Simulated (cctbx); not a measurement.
**Mn3BiS8 with cctbx, script by script**

Library: cctbx 2025.11. The data are simulated by the first script.

## 1. Simulate the data

run.py:

```python
from cctbx import adptbx, crystal, miller, sgtbx, xray
from cctbx.array_family import flex
from iotbx.shelx import hklf
from scitbx import matrix
import scitbx.random

cs = crystal.symmetry(unit_cell=(10.625, 10.625, 10.625, 90, 90, 90), space_group_symbol='Hall: P 4acd 2ab 3')  # P4_332
atoms = [  # label, site, U (iso, or U11 U22 U33 U12 U13 U23 in A^2), occupancy
    ("Bi1", (0.875, 0.375, 0.125), (0.0159, 0.0159, 0.0159, 0.0004, -0.0004, -0.0004), 1),
    ("Mn1", (0.9026, 0.6526, 0.875), (0.0220, 0.0220, 0.0228, -0.0014, -0.0042, 0.0042), 1),
    ("S1", (0.9276, 0.635, 0.0983), (0.0360, 0.0224, 0.0348, -0.0017, -0.0027, -0.0054), 1),
    ("S2", (0.8696, 0.1304, 0.6304), (0.0292, 0.0292, 0.0292, -0.0002, -0.0002, 0.0002), 1),
]
xs = xray.structure(crystal_symmetry=cs)
for label, site, u, occ in atoms:
    u = adptbx.u_cif_as_u_star(cs.unit_cell(), u) if isinstance(u, tuple) else u
    xs.add_scatterer(xray.scatterer(label, site=site, u=u, occupancy=occ))
xs.set_inelastic_form_factors(0.71073, "sasaki")
xs.show_summary()
p1 = xs.expand_to_p1()
ms = miller.build_set(p1, anomalous_flag=True, d_min=0.8)
flex.set_random_seed(639683)
scitbx.random.set_random_seed(639683)
ms = ms.select(flex.random_double(ms.size()) < 0.8)
i = ms.structure_factors_from_scatterers(p1, algorithm="direct").f_calc().as_intensity_array().data()
i = i * 70000 / flex.max(i)
sig = flex.sqrt(i + flex.pow2(0.04 * i) + 4 ** 2)
noise = scitbx.random.variate(scitbx.random.normal_distribution())(i.size())
data = ms.array(data=i + sig * noise, sigmas=sig).set_observation_type_xray_intensity()
with open("data.hkl", "w") as f:
    data.export_as_shelx_hklf(f)
print("reflections written:", data.size(), " <I/sigma> = %.1f" % flex.mean(data.data() / data.sigmas()))
for h, a, b in list(data.sort("data"))[:12]:
    print("%4d%4d%4d %9.1f %7.1f" % (h + (a, b)))
```

```console
$ python run.py
```

```text
Number of scatterers: 4
At special positions: 3
Unit cell: (10.625, 10.625, 10.625, 90, 90, 90)
Space group: P 43 3 2 (No. 212)
reflections written: 7870  <I/sigma> = 15.5
   0   0  -4   73213.4  2812.5
  -4   0   0   71227.8  2812.5
   0  -4   0   70083.4  2812.5
   0   0   4   70013.9  2812.5
   4   0   0   66624.7  2812.5
   0   4   4   36645.9  1419.2
   4   0  -4   35492.6  1419.2
  -4   0   4   35195.2  1419.2
  -4   0  -4   34889.9  1419.2
  -4  -4   0   34839.5  1419.2
   0   4  -4   34542.7  1419.2
   0  -4   4   34490.0  1419.2
```

Run time: 0.28 s on 1 thread of Arm Neoverse V2, on a shared host, peak memory 0.07 GiB.

## 2. Symmetry

run.py:

```python
from cctbx import crystal, sgtbx, statistics
from cctbx.array_family import flex
from iotbx.shelx import hklf

p1 = crystal.symmetry(unit_cell=(10.625, 10.625, 10.625, 90, 90, 90), space_group_symbol="P 1")
raw = hklf.reader(file_name="data.hkl").as_miller_arrays(crystal_symmetry=p1, anomalous=True)[0]
print(raw.size(), "reflections to d = %.3f A" % raw.d_min())
isig = raw.data() / raw.sigmas()
print("centring   violations  <I/sigma> of those")
best = "P"
for c in "ABCIRF":
    a = raw.customized_copy(space_group_info=sgtbx.space_group_info("Hall: %s 1" % c)).sys_absent_flags().data()
    m = flex.mean(isig.select(a))
    print("%5s %10d of %5d %8.1f" % (c, (isig.select(a) > 4).count(True), a.count(True), m))
    if (isig.select(a) > 4).count(True) < 0.01 * a.count(True):
        best = c
raw = raw.select(~raw.customized_copy(space_group_info=sgtbx.space_group_info("Hall: %s 1" % best)).sys_absent_flags().data())
isig = raw.data() / raw.sigmas()
rows = []
for s in sgtbx.space_group_symbol_iterator():
    g = sgtbx.space_group(s)
    if g.conventional_centring_type_symbol() != best or not g.is_compatible_unit_cell(p1.unit_cell(), 1e-3, 0.02):
        continue
    rows.append((s, g))
print("Laue class    unique    Rint  (classes that these axes allow; Friedel mates merged)")
rint = {}
for s, g in rows:
    laue = g.build_derived_patterson_group()
    key = laue.type().hall_symbol()
    if key not in rint:
        m = raw.customized_copy(space_group_info=laue.info(), anomalous_flag=False).merge_equivalents()
        rint[key] = m.r_int()
        print("%-14s %6d %7.3f" % (laue.type().lookup_symbol(), m.array().size(), m.r_int()))
floor = min(rint.values())
good = [(s, g) for s, g in rows if rint[g.build_derived_patterson_group().type().hall_symbol()] < 2 * floor + 0.03]
top = max(g.build_derived_patterson_group().order_z() for s, g in good)
print("space group    extra absences  I>4sigma  <I/sigma>")
for s, g in good:
    laue = g.build_derived_patterson_group()
    if laue.order_z() != top:
        continue
    a = raw.customized_copy(space_group_info=g.info()).sys_absent_flags().data()
    a &= ~raw.customized_copy(space_group_info=laue.info()).sys_absent_flags().data()
    bad = (isig.select(a) > 4).count(True)
    if bad <= 0.03 * a.count(True):
        print("%-16s %8d %10d %9s  %s" % (s.universal_hermann_mauguin(), a.count(True), bad, "%.1f" % flex.mean(isig.select(a)) if a.count(True) else "-", "centric" if g.is_centric() else "acentric"))
laue = max(good, key=lambda t: t[1].build_derived_patterson_group().order_z())[1].build_derived_patterson_group()
f = raw.customized_copy(space_group_info=laue.info(), anomalous_flag=False).merge_equivalents().array().eliminate_sys_absent().f_sq_as_f()
f.set_observation_type_xray_amplitude()
bins = max(3, min(8, f.size() // 12))
f.setup_binner(n_bins=bins)
w = statistics.wilson_plot(f, {e: n / laue.order_z() for e, n in {'Bi': 4.0, 'Mn': 12.0, 'S': 32.0}.items()}, e_statistics=True)
print("Wilson B = %.2f A^2   <|E^2-1|> = %.3f (0.968 centric, 0.736 acentric)   E^2>4: %.1f %%" % (w.wilson_b, w.mean_e_sq_minus_1, w.percent_e_sq_gt_2))
print("shell (A)         n   <I/sigma>")
m = raw.customized_copy(space_group_info=laue.info(), anomalous_flag=False).merge_equivalents().array().eliminate_sys_absent()
for b in m.setup_binner(n_bins=bins).range_used():
    sel = m.binner().selection(b)
    print("%5.2f - %4.2f %6d %8.1f" % (min(m.binner().bin_d_range(b)[0] if m.binner().bin_d_range(b)[0] > 0 else 99, 99), m.binner().bin_d_range(b)[1], sel.count(True), flex.mean((m.data() / m.sigmas()).select(sel))))
```

```console
$ python run.py
```

```text
7870 reflections to d = 0.801 A
centring   violations  <I/sigma> of those
    A       3596 of  3962     15.9
    B       3556 of  3935     15.8
    C       3598 of  3959     15.9
    I       3393 of  3925     15.4
    R       4654 of  5240     15.5
    F       5375 of  5928     15.8
Laue class    unique    Rint  (classes that these axes allow; Friedel mates merged)
P -1             4706   0.042
P 1 2/m 1        2584   0.045
P 1 1 2/m        2577   0.044
P 2/m 1 1        2580   0.044
P m m m          1440   0.047
P 4/m            1303   0.047
P 4/m m m         775   0.049
R -3 :R          1636   0.046
R -3 m :R         920   0.048
P m -3            485   0.049
P m -3 m          297   0.049
space group    extra absences  I>4sigma  <I/sigma>
P 4 3 2                 0          0         -  acentric
P 42 3 2               33          0       0.0  acentric
P 43 3 2               49          0      -0.0  acentric
P 41 3 2               49          0      -0.0  acentric
P -4 3 m                0          0         -  acentric
P m -3 m                0          0         -  centric
Wilson B = 1.51 A^2   <|E^2-1|> = 0.646 (0.968 centric, 0.736 acentric)   E^2>4: 0.0 %
shell (A)         n   <I/sigma>
10.63 - 1.60     51     66.8
 1.60 - 1.27     39     70.9
 1.27 - 1.11     38     67.7
 1.11 - 1.01     35     73.5
 1.01 - 0.94     31     63.5
 0.94 - 0.88     34     59.8
 0.88 - 0.84     35     56.8
 0.84 - 0.80     34     53.8
```

Time: 0.44 s.

## 3. Charge flipping

run.py:

```python
import itertools
from cctbx import crystal, maptbx
from cctbx.array_family import flex
from iotbx.shelx import hklf
from smtbx.ab_initio import charge_flipping as cf

cs = crystal.symmetry(unit_cell=(10.625, 10.625, 10.625, 90, 90, 90), space_group_symbol='Hall: P 4acd 2ab 3')  # P4_332
raw = hklf.reader(file_name="data.hkl").as_miller_arrays(crystal_symmetry=cs, anomalous=True)[0]
merged = raw.eliminate_sys_absent().merge_equivalents()
fo2 = merged.array().set_observation_type_xray_intensity()
f = fo2.average_bijvoet_mates().f_sq_as_f().resolution_filter(d_min=0.8)
p1 = f.expand_to_p1()
p1.setup_binner_counting_sorted(reflections_per_bin=max(40, p1.size() // 12))
work = p1.array(data=p1.data() / p1.amplitude_quasi_normalisations().data())
flex.set_random_seed(60630)
it = cf.weak_reflection_improved_iterator(delta=None, weak_reflection_fraction=0.3)
it.start(work, phases=flex.random_double(p1.size()) * 6.2832, f_000=0)
it.delta = 4 * it.rho_map.sigma()
print("cycle      R  skewness")
for n, st in enumerate(itertools.islice(it, 300)):
    if n % 25 == 0:
        print("%5d %6.3f %8.2f" % (n, st.r1_factor(), st.rho_map.skewness()))
rho = p1.phase_transfer(it.f_calc).fft_map().apply_volume_scaling()
polish = cf.low_density_elimination_iterator(constant_rho_c=rho.sigma())
polish.start(f_obs=p1, phases=it.f_calc, f_000=0)
for _ in range(8):
    next(polish)
print("origin shift          correlation  skewness")
maps = []
for fc, shift, cc in itertools.islice(cf.f_calc_symmetrisations(f, polish.f_calc, 0), 4):
    m = f.phase_transfer(fc).fft_map(symmetry_flags=maptbx.use_space_group_symmetry, resolution_factor=0.25).apply_sigma_scaling()
    maps.append((m.skewness(), cc, m))
    print("%6.3f %6.3f %6.3f %10.3f %9.2f" % (tuple(shift) + (cc, m.skewness())))
skew, cc, m = max((t for t in maps if t[1] > maps[0][1] - 0.04), key=lambda t: t[0])
print("taken: symmetry correlation %.3f, skewness %.2f" % (cc, skew))
peaks = m.peak_search(parameters=maptbx.peak_search_parameters(min_distance_sym_equiv=0.9, max_clusters=9)).all()
sps = cs.special_position_settings(min_distance_sym_equiv=0.5)
print("peak      x       y       z  mult  height/sigma")
for k, (x, h) in enumerate(zip(peaks.sites(), peaks.heights())):
    ss = sps.site_symmetry(x)
    print("Q%-3d %7.4f %7.4f %7.4f %4d %8.1f" % ((k + 1,) + tuple(t % 1 for t in ss.exact_site()) + (ss.multiplicity(), h)))
```

```console
$ python run.py
```

```text
cycle      R  skewness
    0  0.000    -0.01
   25  0.010    -0.01
   50  0.010     0.01
   75  0.010     0.00
  100  0.010    -0.00
  125  0.010    -0.01
  150  0.010     0.01
  175  0.010     0.00
  200  0.010    -0.00
  225  0.010    -0.01
  250  0.010     0.01
  275  0.010     0.00
origin shift          correlation  skewness
 0.323  0.671  0.749      0.917      0.39
 0.075  0.168  0.497      0.916      0.41
 0.324  0.169  0.249      0.911      0.62
 0.325  0.168  0.748      0.909      0.38
taken: symmetry correlation 0.911, skewness 0.62
peak      x       y       z  mult  height/sigma
Q1    0.1250  0.1250  0.1250    4      4.8
Q2    0.0697  0.0716  0.3517   24      4.5
Q3    0.0791  0.1029  0.5823   24      4.3
Q4    0.0737  0.3453  0.1674   24      3.7
Q5    0.0899  0.4101  0.5899    8      3.6
Q6    0.0841  0.8341  0.8750   12      3.4
Q7    0.0677  0.6585  0.6034   24      3.3
Q8    0.0707  0.1197  0.6719   24      3.0
Q9    0.0012  0.4461  0.4709   24      2.9
```

Time: 1.1 s.

This run holds a fault made on purpose: flipping threshold far too high.

## 4. Charge flipping

run.py, as its changes from the last script of this kind:

```diff
@@ -18 +18 @@
-it.delta = 4 * it.rho_map.sigma()
+it.delta = 0.9 * it.rho_map.sigma()
```

```console
$ python run.py
```

```text
cycle      R  skewness
    0  0.559     0.27
   25  0.406     2.20
   50  0.413     3.35
   75  0.400     5.98
  100  0.385     6.31
  125  0.382     6.15
  150  0.381     6.31
  175  0.382     6.07
  200  0.387     6.22
  225  0.385     6.08
  250  0.387     6.25
  275  0.386     6.11
origin shift          correlation  skewness
 0.075  0.023  0.789      0.909      0.47
 0.071  0.285  0.558      0.915      0.19
 0.070  0.288  0.059      0.907      0.12
-0.272  0.724 -0.223      0.921      0.70
taken: symmetry correlation 0.921, skewness 0.70
peak      x       y       z  mult  height/sigma
Q1    0.1229  0.6229  0.8771    8      9.5
Q2    0.0574  0.1921  0.0600   24      3.5
Q3    0.1018  0.3756  0.1201   24      3.4
Q4    0.0143  0.7163  0.9730   24      3.4
Q5    0.0203  0.6787  0.5574   24      3.3
Q6    0.0015  0.1776  0.7928   24      3.0
Q7    0.0021  0.3007  0.4226   24      2.9
Q8    0.0248  0.4752  0.5248    8      2.7
Q9    0.9975  0.4365  0.9558   24      2.4
```

Time: 1.1 s.

## 5. Charge flipping

run.py, as its changes from the last script of this kind:

```diff
@@ -13,3 +13,2 @@
-p1.setup_binner_counting_sorted(reflections_per_bin=max(40, p1.size() // 12))
-work = p1.array(data=p1.data() / p1.amplitude_quasi_normalisations().data())
-flex.set_random_seed(60630)
+work = p1
+flex.set_random_seed(60631)
@@ -20,2 +19,2 @@
-for n, st in enumerate(itertools.islice(it, 300)):
-    if n % 25 == 0:
+for n, st in enumerate(itertools.islice(it, 600)):
+    if n % 50 == 0:
```

```console
$ python run.py
```

```text
cycle      R  skewness
    0  0.563     0.31
   50  0.406     2.76
  100  0.386     6.78
  150  0.312    11.64
  200  0.307    11.54
  250  0.320    11.26
  300  0.314    11.25
  350  0.319    11.22
  400  0.308    11.29
  450  0.312    11.31
  500  0.320    11.34
  550  0.316    11.41
origin shift          correlation  skewness
 0.199  0.527  0.678      0.907      0.35
 0.199  0.027  0.678      0.911      0.31
 0.199  0.526  0.177      0.909      0.34
 0.199  0.027  0.928      0.903      0.36
taken: symmetry correlation 0.903, skewness 0.36
peak      x       y       z  mult  height/sigma
Q1    0.9983  0.2361  0.5594   24      3.7
Q2    0.9955  0.4360  0.4486   24      3.6
Q3    0.1093  0.6250  0.1407   12      3.5
Q4    0.9967  0.4386  0.2706   24      3.4
Q5    0.1098  0.3750  0.3598   12      3.4
Q6    0.0147  0.8491  0.7993   24      3.3
Q7    0.0041  0.0390  0.0883   24      3.1
Q8    0.0181  0.3377  0.9677   24      2.4
Q9    0.0082  0.9155  0.9609   24      2.4
```

Time: 1.4 s.

## 6. Charge flipping

run.py, as its changes from the last script of this kind:

```diff
@@ -13,2 +13,3 @@
-work = p1
-flex.set_random_seed(60631)
+p1.setup_binner_counting_sorted(reflections_per_bin=max(40, p1.size() // 12))
+work = p1.array(data=p1.data() / p1.amplitude_quasi_normalisations().data())
+flex.set_random_seed(60632)
```

```console
$ python run.py
```

```text
cycle      R  skewness
    0  0.568     0.26
   50  0.408     2.51
  100  0.406     3.62
  150  0.402     5.13
  200  0.393     5.55
  250  0.398     5.86
  300  0.375     8.33
  350  0.373     8.90
  400  0.363     8.86
  450  0.352     9.31
  500  0.312    11.20
  550  0.310    11.43
origin shift          correlation  skewness
-0.006  0.668  0.654      0.919      0.79
 0.206  0.372  0.265      0.915      0.29
-0.004  0.153  0.148      0.920      0.48
 0.330  0.747  0.140      0.923      0.25
taken: symmetry correlation 0.919, skewness 0.79
peak      x       y       z  mult  height/sigma
Q1    0.1250  0.1250  0.1250    4      7.7
Q2    0.1130  0.3870  0.6130    8      6.7
Q3    0.1214  0.1286  0.6250   12      5.4
Q4    0.1241  0.3750  0.3741   12      4.8
Q5    0.0114  0.6496  0.5916   24      4.1
Q6    0.0552  0.6362  0.3581   24      3.8
Q7    0.1250  0.8750  0.3750    4      3.3
Q8    0.9971  0.3971  0.3877   24      3.0
Q9    0.0718  0.5718  0.9282    8      2.8
```

Run time: 1.4 s on 1 thread of Arm Neoverse V2, with other jobs on the host, peak memory 0.08 GiB.

[Logs are printed without paths, hosts, clocks, repeated set-up lines and the standing remarks that a program may print on its own settings, such as how far it seeks lower states.]
